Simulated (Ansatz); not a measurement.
# AlInW in the AlB2 type: lattice stability ahead of a resistivity run

The plan: relax AlInW in the AlB2 type, check its phonons, and, if the lattice is stable, compute its Eliashberg function and ρ(T).

Program: Ansatz 0.2.0. Level of theory: DFT PBE, scalar-relativistic, plane waves, PAW; PAW set soft_1. Results are calculated unless marked as measured.

Most raw output is cut from this account.

The structure was built from a prototype and need not be the compound's stable phase.

**1. The starting structure**

Symmetry: P-6m2, No. 187, hexagonal system. Conventional cell: a = 4.007 Å, b = 4.007 Å, c = 4.207 Å, α = 90.00°, β = 90.00°, γ = 120.00°. Nearest to W lie 6 Al at 3.13 Å and 6 In at 3.13 Å. Al has 3 In at 2.31 Å and 6 W at 3.13 Å nearest. Nearest to In lie 3 Al at 2.31 Å and 6 W at 3.13 Å. Farther neighbours are not listed.

**2. Relaxing cell and atoms**

The structure is brought to rest under this functional.

Input file input.yaml:

```yaml
crystal:
  lattice:
    - [4.00658, 0.0, 0.0]
    - [-2.00329, 3.4698, 0.0]
    - [0.0, 0.0, 4.20691]
  atoms:
    - { symbol: W, position: [0.0, 0.0, 0.0] }
    - { symbol: Al, position: [0.33333333, 0.66666667, 0.5] }
    - { symbol: In, position: [0.66666667, 0.33333333, 0.5] }
kpoints:
  mp_grid: { grid: [9, 9, 8] }
hamiltonian:
  xc: pbe
  pseudopotentials: { kind: paw, azcp: { folder: soft_1 } }
scf:
  occupations: { method: gaussian, width: 0.1 }
output:
  forces: true
  stress: true
  eigenvalues: true
relax:
  adjacent_minimum: "off"
  f_tol: 0.005
  max_steps: 80
  cell: { stress_tol: 0.05 }
```

On the command line:

```bash
$ ansatz run input.yaml --threads 4 --pin off --max-ram 12288MiB --backend cpu --events-out ev --progress --plain --runs-dir out
```

Elapsed: 28 s, on 4 threads of Arm Neoverse V1, shared host; peak memory 0.45 GiB; 1.8 min of CPU time.

The steps of the relaxation:

| step | energy less that of the first step (eV) | largest force component (eV/Å) | pressure (GPa) | volume (Å³) |
| --- | --- | --- | --- | --- |
| 1 | 0.0000 | 0.0000 | 4.44 | 58.48 |
| 2 | -0.6854 | 0.0000 | 1.04 | 58.49 |
| 3 | -1.2950 | 0.0000 | -0.74 | 57.56 |
| 4 | -1.8311 | 0.0000 | -0.82 | 55.99 |
| 5 | -2.4121 | 0.0000 | -3.09 | 55.43 |
| 6 | -2.8720 | 0.0000 | 0.42 | 52.94 |
| 7 | -3.3782 | 0.0000 | 4.15 | 50.89 |
| 8 | -3.7196 | 0.0000 | 6.26 | 50.20 |
| 9 | -3.7679 | 0.0000 | 0.46 | 52.12 |
| 10 | -3.7682 | 0.0000 | -0.06 | 52.32 |
| 11 | -3.7682 | 0.0000 | 0.00 | 52.30 |
| 12* | -3.7794 | 0.0000 | 0.35 | 52.30 |
| 13 | -3.7797 | 0.0000 | 0.02 | 52.44 |
| 14 | -3.7797 | 0.0000 | 0.00 | 52.45 |
| 15* | -3.7798 | 0.0000 | 0.00 | 52.45 |

Relaxation steps marked * repeat the geometry before them on a plane-wave basis chosen anew for their cell, so energy and pressure can jump there.

Forces are held to the 12 operations that the run works with; a distortion that breaks them can't arise in this run.

| cell as run | before | after | change |
| --- | --- | --- | --- |
| a (Å) | 4.007 | 4.678 | +16.7 % |
| b (Å) | 4.007 | 4.678 | +16.7 % |
| c (Å) | 4.207 | 2.768 | -34.2 % |
| volume (Å³/atom) | 19.49 | 17.48 | -10.3 % |

The relaxed structure:

```cif
data_structure
_symmetry_space_group_name_H-M 'P 1'
_symmetry_Int_Tables_number 1
_cell_length_a 4.6777
_cell_length_b 4.6777
_cell_length_c 2.7680
_cell_angle_alpha 90.000
_cell_angle_beta 90.000
_cell_angle_gamma 120.000
_cell_volume 52.45
loop_
_atom_site_label
_atom_site_type_symbol
_atom_site_fract_x
_atom_site_fract_y
_atom_site_fract_z
_atom_site_occupancy
W1 W 0.00000 0.00000 0.00000 1
Al2 Al 0.33333 0.66667 0.50000 1
In3 In 0.66667 0.33333 0.50000 1
```

This step gave:

| Property | Result |
| --- | --- |
| pressure | 0.002403 GPa |
| volume per atom | 17.48 Å³/atom |
| metallic on mesh | yes |
| gap on the k-mesh | 0 eV |

The largest force is now zero by symmetry and the largest stress component 0.0026 GPa.

**3. Relaxing cell and atoms**

The cell moved far, so the relaxation is started again from the new cell to confirm it.

input.yaml, the sections that differ from step 2:

```yaml
crystal:
  lattice:
    - [4.6776601755, 0.0, 0.0]
    - [-2.3388300877, 4.0509725423, 0.0]
    - [0.0, 0.0, 2.7679878128]
  atoms:
    - { symbol: W, position: [0.0, 0.0, 0.0] }
    - { symbol: Al, position: [0.3333333333, 0.6666666667, 0.5] }
    - { symbol: In, position: [0.6666666667, 0.3333333333, 0.5] }
kpoints:
  mp_grid: { grid: [9, 9, 10] }
# hamiltonian, scf, output, relax: as in step 2
```

It took 8.9 s on 4 threads; peak memory 0.44 GiB; 34 s of CPU time.

Step by step:

| step | energy less that of the first step (eV) | largest force component (eV/Å) | pressure (GPa) | volume (Å³) |
| --- | --- | --- | --- | --- |
| 1 | 0.0000 | 0.0000 | 0.19 | 52.45 |
| 2 | 0.0000 | 0.0000 | -0.24 | 52.64 |
| 3 | -0.0002 | 0.0000 | 0.02 | 52.53 |
| 4 | -0.0002 | 0.0000 | 0.02 | 52.53 |

The log counts 1 steps on a newly chosen plane-wave basis, not all of them marked here; energy and pressure can jump at such steps.

| conventional cell, symmetrised | before | after | change |
| --- | --- | --- | --- |
| a (Å) | 4.678 | 4.684 | +0.1 % |
| b (Å) | 4.678 | 4.684 | +0.1 % |
| c (Å) | 2.768 | 2.765 | -0.1 % |
| volume (Å³/atom) | 17.48 | 17.51 | +0.2 % |

Final coordinates:

```
W Al In
1.0
     4.68369    0.00000    0.00000
    -2.34184    4.05619    0.00000
     0.00000    0.00000    2.76507
W Al In
1 1 1
Direct
  0.00000 0.00000 0.00000
  0.33333 0.66667 0.50000
  0.66667 0.33333 0.50000
```

This step gave:

| Item | Value |
| --- | --- |
| pressure | 0.02382 GPa |
| volume per atom | 17.51 Å³/atom |

The largest force is now zero by symmetry and the largest stress component 0.049 GPa.

**4. Relaxing tightly for phonons**

No force is left; the cell is relaxed once more with another smearing and tight thresholds.

input.yaml, the sections that differ from step 3:

```yaml
crystal:
  lattice:
    - [4.6836855066, 0.0, 0.0]
    - [-2.3418427533, 4.0561906321, 0.0]
    - [0.0, 0.0, 2.7650711675]
  atoms:
    - { symbol: W, position: [0.0, 0.0, 0.0] }
    - { symbol: Al, position: [0.3333333333, 0.6666666667, 0.5] }
    - { symbol: In, position: [0.6666666667, 0.3333333333, 0.5] }
kpoints:
  mp_grid: { grid: [6, 6, 9] }
scf:
  occupations: { method: methfessel_paxton, width: 0.2 }
relax:
  adjacent_minimum: "off"
  f_tol: 0.001
  max_steps: 60
  cell: { stress_tol: 0.01 }
# hamiltonian, output: as in step 3
```

Elapsed: 6.3 s, on 4 threads; peak memory 0.4 GiB; 23 s of CPU time.

Step by step:

| step | energy less that of the first step (eV) | largest force component (eV/Å) | pressure (GPa) | volume (Å³) |
| --- | --- | --- | --- | --- |
| 1 | 0.0000 | 0.0000 | 0.08 | 52.53 |
| 2 | -0.0007 | 0.0000 | 0.06 | 52.64 |
| 3 | -0.0009 | 0.0000 | -0.06 | 52.65 |
| 4 | -0.0009 | 0.0000 | 0.04 | 52.61 |
| 5 | -0.0009 | 0.0000 | 0.00 | 52.63 |
| 6 | -0.0009 | 0.0000 | 0.00 | 52.63 |

The log counts 1 steps on a newly chosen plane-wave basis, not all of them marked here; energy and pressure can jump at such steps.

| conventional cell, symmetrised | before | after | change |
| --- | --- | --- | --- |
| a (Å) | 4.684 | 4.696 | +0.3 % |
| b (Å) | 4.684 | 4.696 | +0.3 % |
| c (Å) | 2.765 | 2.755 | -0.4 % |
| volume (Å³/atom) | 17.51 | 17.54 | +0.2 % |

Final coordinates:

```xyz
3
Lattice="4.6965 0.0000 0.0000 -2.3482 4.0673 0.0000 0.0000 0.0000 2.7552" Properties=species:S:1:pos:R:3 pbc="T T T"
W     0.0000    0.0000    0.0000
Al    0.0000    2.7115    1.3776
In    2.3482    1.3558    1.3776
```

This step gave:

```
pressure        : 0.001075 GPa
volume per atom : 17.54 Å³/atom
```

The largest force is now zero by symmetry and the largest stress component 0.0017 GPa, small enough for phonons.

**5. Phonons by linear response: q 2×2×2, k 4×4×6**

Couplings are defined for a stable lattice alone, so phonons come first.

Input file input.yaml:

```yaml
crystal:
  lattice:
    - [4.6964986014, 0.0, 0.0]
    - [-2.3482493007, 4.0672870977, 0.0]
    - [0.0, 0.0, 2.7552460416]
  atoms:
    - { symbol: W, position: [0.0, 0.0, 0.0] }
    - { symbol: Al, position: [0.3333333333, 0.6666666667, 0.5] }
    - { symbol: In, position: [0.6666666667, 0.3333333333, 0.5] }
kpoints:
  mp_grid: { grid: [4, 4, 6] }
hamiltonian:
  xc: pbe
  pseudopotentials: { kind: paw, azcp: { folder: soft_1 } }
scf:
  occupations: { method: methfessel_paxton, width: 0.2 }
output:
  eigenvalues: true
phonons:
  method: dfpt
  qmesh: [2, 2, 2]
  temperatures: { t_max: 1000, t_step: 50 }
  qpath:
    path:
      - [[0.0, 0.0, 0.0], [0.5, 0.0, 0.0], [0.33333333, 0.33333333, 0.0], [0.0, 0.0, 0.0], [0.0, 0.0, 0.5], [0.5, 0.0, 0.5], [0.33333333, 0.33333333, 0.5], [0.0, 0.0, 0.5]]
      - [[0.5, 0.0, 0.5], [0.5, 0.0, 0.0]]
      - [[0.33333333, 0.33333333, 0.5], [0.33333333, 0.33333333, 0.0]]
    npoints: 10
```

The job ended after 24 s (4 threads; peak memory 0.5 GiB; 90 s of CPU time).

This step gave:

| Item | Value |
| --- | --- |
| share of imaginary modes in the plain interpolation between solved wavevectors | 0.0338 |
| highest frequency, solved or plainly interpolated | 299.9 cm⁻¹ |

Solved on the 2×2×2 mesh alone; all other wavevectors are interpolated. The phonon branches at the labelled points (cm⁻¹):

| point | branch 1 | branch 2 | branch 3 | branch 4 | branch 5 | branch 6 | branch 7 | branch 8 | branch 9 |
| --- | --- | --- | --- | --- | --- | --- | --- | --- | --- |
| Γ | -38 | 0 | 0 | 0 | 77 | 112 | 112 | 278 | 278 |
| halfway | -38 | -38 | 29 | 76 | 79 | 109 | 133 | 278 | 283 |
| M | -53 | -40 | 52 | 68 | 106 | 119 | 137 | 280 | 288 |
| halfway | -30 | -6 | 49 | 66 | 90 | 109 | 150 | 272 | 296 |
| K | -6 | 43 | 64 | 72 | 78 | 87 | 159 | 268 | 300 |
| halfway | -36 | -21 | 31 | 71 | 75 | 115 | 136 | 275 | 287 |
| Γ | -38 | 0 | 0 | 0 | 77 | 112 | 112 | 278 | 278 |
| halfway | 39 | 39 | 103 | 103 | 114 | 154 | 213 | 276 | 276 |
| A | 73 | 73 | 78 | 78 | 154 | 216 | 273 | 273 | 298 |
| halfway | 66 | 79 | 97 | 118 | 154 | 222 | 272 | 277 | 291 |
| L | 52 | 85 | 110 | 150 | 157 | 226 | 271 | 281 | 286 |
| halfway | 40 | 101 | 122 | 144 | 154 | 226 | 265 | 286 | 286 |
| H | 28 | 126 | 128 | 133 | 150 | 226 | 261 | 285 | 290 |
| halfway | 59 | 87 | 105 | 123 | 154 | 224 | 270 | 280 | 290 |
| A | 73 | 73 | 78 | 78 | 154 | 216 | 273 | 273 | 298 |
| jump to L | 52 | 85 | 110 | 150 | 157 | 226 | 271 | 281 | 286 |
| halfway | 17 | 94 | 102 | 132 | 139 | 166 | 202 | 276 | 285 |
| M | -53 | -40 | 52 | 68 | 106 | 119 | 137 | 280 | 288 |
| jump to H | 28 | 126 | 128 | 133 | 150 | 226 | 261 | 285 | 290 |
| halfway | 49 | 103 | 106 | 118 | 149 | 164 | 202 | 264 | 295 |
| K | -6 | 43 | 64 | 72 | 78 | 87 | 159 | 268 | 300 |

Lowest modes at the softest wavevector of the mesh. The modes at q = (0.000, 0.500, 0.000) (shares of kinetic energy by element, %) (negative means imaginary):

| mode | frequency (cm⁻¹) | W % | Al % | In % |
| --- | --- | --- | --- | --- |
| 1 | -52.6 | 75 | 4 | 20 |
| 2 | -39.6 | 8 | 65 | 27 |
| 3 | 52.2 | 12 | 35 | 53 |
| 4 | 67.8 | 80 | 0 | 20 |
| 5 | 105.7 | 25 | 16 | 59 |
| 6 | 119.1 | 99 | 0 | 1 |

Displacements in mode 1 (-52.6 cm⁻¹), the largest set to 1, in the home cell:
```
W1  1.00 0.00 0.00
Al2 0.63 0.00 0.00
In3 0.66 0.00 0.00
```

Displacements in mode 5 (105.7 cm⁻¹), the largest set to 1, in the home cell:
```
W1  -0.47  0.00  0.00
Al2  1.00  0.00  0.00
In3  0.92  0.00  0.00
```

Among the solved wavevectors the lowest mode, translations apart, is -52.6 cm⁻¹, imaginary.

**6. Phonons: q 3×3×3, k 6×6×9**

An imaginary mode on so few k-points may come from the sampling, so the phonons are repeated with another q and k mesh.

input.yaml: that of step 5 with these lines changed.

```diff
@@ -10,3 +10,3 @@
 kpoints:
-  mp_grid: { grid: [4, 4, 6] }
+  mp_grid: { grid: [6, 6, 9] }
 hamiltonian:
@@ -20,3 +20,3 @@
   method: dfpt
-  qmesh: [2, 2, 2]
+  qmesh: [3, 3, 3]
   temperatures: { t_max: 1000, t_step: 50 }
```

Run time: 2 min. Hardware: 4 threads; peak memory 0.79 GiB; 7.7 min of CPU time.

This step gave:

```yaml
share_of_imaginary_modes_in_the_plain_interpolation_between_solved_wavevectors: 0.0034
highest_frequency_solved_or_plainly_interpolated: 307.0 cm⁻¹
```

Solved on the 3×3×3 mesh alone; all other wavevectors are interpolated. Phonon branches along the path, in cm⁻¹:

| point | branch 1 | branch 2 | branch 3 | branch 4 | branch 5 | branch 6 | branch 7 | branch 8 | branch 9 |
| --- | --- | --- | --- | --- | --- | --- | --- | --- | --- |
| Γ | -20 | 0 | 0 | 0 | 86 | 112 | 112 | 277 | 277 |
| halfway | -20 | 24 | 37 | 75 | 79 | 114 | 138 | 279 | 285 |
| M | -22 | 39 | 60 | 72 | 116 | 116 | 142 | 287 | 292 |
| halfway | 18 | 51 | 56 | 73 | 99 | 113 | 157 | 278 | 302 |
| K | 39 | 47 | 56 | 74 | 96 | 107 | 165 | 275 | 307 |
| halfway | -11 | 39 | 39 | 76 | 78 | 115 | 144 | 277 | 290 |
| Γ | -20 | 0 | 0 | 0 | 86 | 112 | 112 | 277 | 277 |
| halfway | 58 | 58 | 93 | 93 | 130 | 157 | 206 | 277 | 277 |
| A | 73 | 73 | 80 | 80 | 176 | 218 | 277 | 277 | 286 |
| halfway | 62 | 68 | 97 | 108 | 176 | 223 | 274 | 278 | 286 |
| L | 50 | 57 | 112 | 132 | 175 | 226 | 272 | 278 | 283 |
| halfway | 35 | 78 | 122 | 125 | 173 | 226 | 266 | 282 | 283 |
| H | 17 | 106 | 108 | 131 | 171 | 225 | 262 | 280 | 286 |
| halfway | 55 | 72 | 105 | 110 | 175 | 223 | 271 | 280 | 285 |
| A | 73 | 73 | 80 | 80 | 176 | 218 | 277 | 277 | 286 |
| jump to L | 50 | 57 | 112 | 132 | 175 | 226 | 272 | 278 | 283 |
| halfway | 29 | 98 | 114 | 121 | 144 | 165 | 203 | 280 | 285 |
| M | -22 | 39 | 60 | 72 | 116 | 116 | 142 | 287 | 292 |
| jump to H | 17 | 106 | 108 | 131 | 171 | 225 | 262 | 280 | 286 |
| halfway | 38 | 99 | 106 | 133 | 150 | 164 | 200 | 269 | 297 |
| K | 39 | 47 | 56 | 74 | 96 | 107 | 165 | 275 | 307 |

Lowest modes at the softest wavevector of the mesh. Modes at q = (-0.333, 0.333, 0.000), with each element's share of the kinetic energy (negative means imaginary):

| mode | frequency (cm⁻¹) | W % | Al % | In % |
| --- | --- | --- | --- | --- |
| 1 | -20.4 | 7 | 52 | 42 |
| 2 | 31.6 | 52 | 8 | 39 |
| 3 | 47.9 | 39 | 32 | 29 |
| 4 | 76.3 | 55 | 16 | 29 |
| 5 | 95.5 | 81 | 2 | 17 |
| 6 | 114.9 | 47 | 13 | 39 |

Displacements in mode 1 (-20.4 cm⁻¹), the largest set to 1, in the home cell (x, y, z of the real part, then of the imaginary part):
```
W1   0.00  0.00  0.11  0.00  0.00  0.09
Al2  0.00  0.00  1.00  0.00  0.00 -0.09
In3  0.00  0.00  0.23  0.00  0.00  0.37
```

Displacements in mode 4 (76.3 cm⁻¹), the largest set to 1, in the home cell (x, y, z of the real part, then of the imaginary part):
```
W1   0.00  0.00  0.66  0.00  0.00 -0.27
Al2  0.00  0.00 -0.92  0.00  0.00 -0.40
In3  0.00  0.00 -0.33  0.00  0.00  0.57
```

The modes has structure finer than the step of the table below, so its rows give means over 10 cm⁻¹, whole bins alone (the curve runs from -31.4 to 326 cm⁻¹). Peaks (cm⁻¹: height): Al 276.7: 0.116; In 40.5: 0.0231, 114.8: 0.0255, 144.0: 0.0223, 195.8: 0.0117, 209.3: 0.0117, 220.5: 0.0171, 279.0: 0.0164; W 38.3: 0.0149, 85.5: 0.0352, 114.8: 0.0555, 173.3: 0.0216.

Phonopy on the run's constants, 15x15x21 mesh, Gaussian sigma 2.6 cm⁻¹. The modes by wavenumber; means over each step; values in 1/cm⁻¹/cell:

| wavenumber (cm⁻¹) | Al | In | W |
| --- | --- | --- | --- |
| -20 | 0.00122 | 9.2e-4 | 9.3e-5 |
| -10 | 4.0e-4 | 3.1e-4 | 2.1e-5 |
| 0 | 1.7e-4 | 1.6e-4 | 8.4e-5 |
| 10 | 3.2e-4 | 4.9e-4 | 5.1e-4 |
| 20 | 8.6e-4 | 0.00216 | 0.00171 |
| 30 | 0.00447 | 0.0117 | 0.00733 |
| 40 | 0.00686 | 0.0221 | 0.0141 |
| 50 | 0.00600 | 0.0194 | 0.0109 |
| 60 | 0.00399 | 0.0110 | 0.00965 |
| 70 | 0.00436 | 0.0119 | 0.0226 |
| 80 | 0.00423 | 0.0121 | 0.0328 |
| 90 | 0.00459 | 0.0121 | 0.0289 |
| 100 | 0.00630 | 0.0172 | 0.0261 |
| 110 | 0.00469 | 0.0213 | 0.0400 |
| 120 | 0.00294 | 0.0179 | 0.0370 |
| 130 | 0.00661 | 0.0143 | 0.0141 |
| 140 | 0.00309 | 0.0168 | 0.00859 |
| 150 | 0.00171 | 0.0180 | 0.0100 |
| 160 | 0.00393 | 0.0120 | 0.0119 |
| 170 | 0.00541 | 0.00431 | 0.0179 |
| 180 | 2.8e-4 | 0.00689 | 0.00481 |
| 190 | 0.00323 | 0.00445 | 9.2e-5 |
| 200 | 0.00611 | 0.00629 | 1.4e-4 |
| 210 | 3.7e-4 | 0.00919 | 1.4e-4 |
| 220 | 0.00604 | 0.0140 | 1.8e-4 |
| 230 | 0.00349 | 0.00338 | 4.9e-5 |
| 240 | 0.00266 | 3.9e-5 | 1.0e-6 |
| 250 | 0.00652 | 2.5e-4 | 3.5e-6 |
| 260 | 0.00867 | 1.9e-4 | 9.0e-7 |
| 270 | 0.0517 | 0.00424 | 4.3e-5 |
| 280 | 0.0935 | 0.0141 | 1.3e-4 |
| 290 | 0.0337 | 0.00759 | 7.6e-5 |
| 300 | 0.0105 | 0.00283 | 1.9e-5 |
| 310 | 0.00112 | 3.2e-4 | 5.0e-7 |
| 320 | 0 | 0 | 0 |

No LO-TO term; unit eigenvectors of the mass-weighted matrix. The modes at Γ (shares of kinetic energy by element, %) (negative means imaginary):

| mode | frequency (cm⁻¹) | symmetry | W % | Al % | In % |
| --- | --- | --- | --- | --- | --- |
| 1 | -19.7 | A2'' | 1 | 69 | 29 |
| 2 | 0.0 | unnamed | 56 | 8 | 35 |
| 3 | 0.0 | unnamed | 56 | 8 | 35 |
| 4 | 0.0 | unnamed | 56 | 8 | 35 |
| 5 | 85.5 | A2'' | 42 | 22 | 35 |
| 6 | 111.5 | E' | 43 | 14 | 43 |
| 7 | 111.5 | E' | 43 | 14 | 43 |
| 8 | 277.3 | E' | 0 | 78 | 22 |
| 9 | 277.3 | E' | 0 | 78 | 22 |

Displacements in mode 1 (-19.7 cm⁻¹), the largest set to 1:
```
W1   0.00  0.00  0.05
Al2  0.00  0.00  1.00
In3  0.00  0.00 -0.32
```

Displacements in mode 6 (111.5 cm⁻¹), the largest set to 1:
```
W1   0.00  0.68  0.00
Al2  0.00 -1.00  0.00
In3  0.00 -0.85  0.00
```

Among the solved wavevectors the lowest mode, translations apart, is -20.4 cm⁻¹, imaginary.

**7. Electron–phonon run: q 3×3×3, k 6×6×9, scattering 8×8×12**

Phonons, couplings and the Boltzmann equation in one run.

input.yaml: that of step 6 with these lines changed.

```diff
@@ -28 +28,4 @@
     npoints: 10
+  electrical_resistivity:
+    mesh: [8, 8, 12]
+    temperatures: [20.0, 50.0, 77.0, 100.0, 150.0, 200.0, 300.0, 400.0, 600.0, 800.0]
```

Wall time 2.4 min (4 threads); peak memory 0.8 GiB.

The run ended with an error.

The program's message: “electrical resistivity: the mode of lowest frequency at the wavevector [0.0000, -0.5000, 0.0000] is imaginary, -21.48 cm⁻¹ (written negative): the force constants describe an unstable lattice; relax t …”

The run stops because a mode is imaginary on the scattering mesh, where no scattering rate is defined; denser k meshes, other smearings and, between solved wavevectors, finer q meshes show whether the instability is real.

**8. Outcome**

```
phonon run of the rows without a label of their own : PBE, q 3×3×3, k 6×6×9
softest mode on the q mesh                          : -20.4 cm⁻¹ at q = (-0.333, 0.333, 0)
highest frequency, solved or plainly interpolated   : 307 cm⁻¹
```

In words: The lattice is dynamically unstable at this level: a mode at q = (-0.333, 0.333, 0) is imaginary, 20.4i cm⁻¹, so no harmonic coupling constant or resistivity is defined for this structure. These meshes are coarse, and single modes of a metal can move by tens of cm⁻¹ with the k mesh. The coarser mesh found an imaginary mode at another wavevector, which this mesh lacks. Spin–orbit coupling, left out here, matters for W. The phonon runs are not spin-polarised. The structure was built by hand as an ordered model, and its stability against other phases was not tested.

[Logs are printed without paths, hosts, clocks, repeated set-up lines and the standing remarks that a program may print on its own settings, such as how far it seeks lower states.]

[Hosts, paths, dates, database ids (printed as entryN), source tags and the programs' standing remarks are cut or masked in the printed files.]
